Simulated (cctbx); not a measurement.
## V5CdFeO11: solution and refinement

Cell a = 5.7600 Å, b = 5.7600 Å, c = 14.3280 Å, α = 90.00°, β = 90.00°, γ = 120.00°; space group P6_3/mmc (no. 194); content Cd2 Fe2 V10 O22.

The data are simulated with cctbx, not measured: Ga Kα, λ = 1.3414 Å, to d = 0.83 Å, 50 % of the full sphere, strongest reflection 40000 counts, noise from counting, a 4 % proportional error and a noise floor of 4 counts (s.d.); no absorption.

Charge flipping in P1 on normalised amplitudes to 0.83 Å, δ = 1.2 σ, 20 % of the reflections treated as weak, 600 cycles:

```text
cycle      R  skewness
    0  0.568     0.29
   50  0.473     2.41
  100  0.457     2.31
  150  0.461     2.31
  200  0.477     2.27
  250  0.457     2.35
  300  0.469     2.26
  350  0.462     2.29
  400  0.461     2.48
  450  0.453     2.39
  500  0.455     2.34
  550  0.456     2.45
origin shift          correlation  skewness
 0.640  0.072  0.292      0.959      7.24
 0.304  0.395  0.039      0.946      6.41
 0.303  0.394  0.288      0.940      6.35
 0.641  0.074  0.043      0.959      6.13
taken: symmetry correlation 0.959, skewness 7.24
peak      x       y       z  mult  height/sigma
Q1    0.3333  0.6667  0.2500    2     22.4
Q2    0.3333  0.6667  0.7500    2     11.0
Q3    0.0000  0.5000  0.0000    6     10.1
Q4    0.0000  0.0000  0.1511    4      9.1
Q5    0.1759  0.3517  0.0763   12      3.4
Q6    0.3333  0.6667  0.5696    4      2.2
Q7    0.1450  0.2901  0.7500    6      2.0
Q8    0.0030  0.5015  0.1732   12      1.2
Q9    0.0000  0.0000  0.0398    4      0.9
Q10   0.1161  0.2323  0.0039   12      0.9
Q11   0.1689  0.3378  0.5776   12      0.9
Q12   0.0952  0.5476  0.7500    6      0.8
```

The origin is taken among those within 0.04 of the best correlation, by the skewness of the map.

It took 0.77 s on 1 thread of Arm Neoverse V2, on a shared host, peak memory 0.08 GiB.

**Question.** Which peaks are atoms, and which elements?

Heights go roughly as Z and multiplicities must add up to the content. First model: Q1 = Cd1 (2 in the cell, height 22.4), Q2 = Fe1 (2 in the cell, height 11.0), Q3 = V1 (6 in the cell, height 10.1), Q4 = V2 (4 in the cell, height 9.1), Q5 = O1 (12 in the cell, height 3.4), Q6 = O2 (4 in the cell, height 2.2) and Q7 = O3 (6 in the cell, height 2.0). Against the true structure, Q1 is Cd, Q2 is Fe, Q3 is V, Q4 is V, Q5 is O, Q6 is O and Q7 is O; the other peaks are not atoms.

Least squares on F², isotropic:

```text
Rint 0.032, 170 unique reflections to 0.83 A
cycle     R1     wR2    GooF  max shift (A)
   1  0.0496  0.1646   7.045   0.05082
   2  0.0084  0.0212   0.907   0.00000
final R1 0.0084 wR2 0.0212 GooF 0.907  parameters 12  data/parameter 14.2
atom        x        y        z      Ueq    occ   su(xyz)  su(Uiso or U11)
Cd1    0.33333  0.66667  0.25000   0.0168  1.000  0.00000  0.0001
Fe1    0.33333  0.66667  0.75000   0.0195  1.000  0.00000  0.0002
V1     0.00000  0.50000  0.00000   0.0196  1.000  0.00000  0.0001
V2     0.00000  0.00000  0.15057   0.0224  1.000  0.00004  0.0001
O1     0.17554  0.35108  0.07984   0.0261  1.000  0.00024  0.0003
O2     0.33333  0.66667  0.57161   0.0263  1.000  0.00014  0.0004
O3     0.14445  0.28890  0.75000   0.0276  1.000  0.00033  0.0004
difference map: max 0.20 min -0.15 rms 0.05
Q1    0.3333  0.6667  0.5911    4    0.21  0.28 A from O2
Q2    0.3333  0.6667  0.1234    4    0.20  1.69 A from O1
Q3    0.0000  0.0000  0.0788    4    0.20  1.03 A from V2
Q4    0.2020  0.4040  0.7500    6    0.18  0.57 A from O3
Q5    0.0930  0.5465  0.2500    6    0.17  1.20 A from Cd1
```

Anisotropic refinement:

```text
Rint 0.032, 170 unique reflections to 0.83 A
cycle     R1     wR2    GooF  max shift (A)
   1  0.0084  0.0212   0.945   0.00034
   2  0.0083  0.0204   0.906   0.00000
final R1 0.0083 wR2 0.0204 GooF 0.906  parameters 24  data/parameter 7.1
atom        x        y        z      Ueq    occ   su(xyz)  su(Uiso or U11)
Cd1    0.33333  0.66667  0.25000   0.0168  1.000  0.00000  0.0001
Fe1    0.33333  0.66667  0.75000   0.0194  1.000  0.00000  0.0002
V1     0.00000  0.50000  0.00000   0.0196  1.000  0.00000  0.0002
V2     0.00000  0.00000  0.15057   0.0224  1.000  0.00004  0.0002
O1     0.17557  0.35115  0.07984   0.0260  1.000  0.00024  0.0005
O2     0.33333  0.66667  0.57161   0.0263  1.000  0.00014  0.0006
O3     0.14445  0.28890  0.75000   0.0277  1.000  0.00034  0.0006
difference map: max 0.23 min -0.15 rms 0.05
Q1    0.3333  0.6667  0.5964    4    0.23  0.35 A from O2
Q2    0.3333  0.6667  0.1238    4    0.21  1.70 A from O1
Q3    0.0000  0.0000  0.0774    4    0.20  1.05 A from V2
Q4    0.0000  0.0000  0.0000    2    0.17  2.09 A from O1
Q5    0.0867  0.5434  0.2500    6    0.16  1.23 A from Cd1
Q6    0.1331  0.2662  0.6569   12    0.15  1.33 A from V2
```

**Reading.** The refinement ends at R1 = 0.0083, wR2 = 0.0204, GooF = 0.91, with difference density between -0.15 and 0.23 e/Å³. Every site matches the true model in element, within 0.001 Å r.m.s., up to an allowed shift of origin.

True model:

```csv
atom,mult.,x,y,z,Ueq (Å²)
Cd1,2,1/3,2/3,3/4,0.0170
Fe1,2,1/3,2/3,1/4,0.0195
V1,4,0,0,0.8495,0.0226
V2,6,1/2,0,0,0.0199
O1,6,0.1443,0.2886,1/4,0.0281
O2,12,0.8244,0.6487,0.4203,0.0267
O3,4,2/3,1/3,0.9285,0.0259
```

The model was made for the exercise: a known structure type with other elements put in, its volume estimated, not relaxed; displacement parameters are assumed.

[Middle refinement cycles are left out of these outputs.]

[Logs are printed without paths, hosts, clocks, repeated set-up lines and the standing remarks that a program may print on its own settings, such as how far it seeks lower states.]
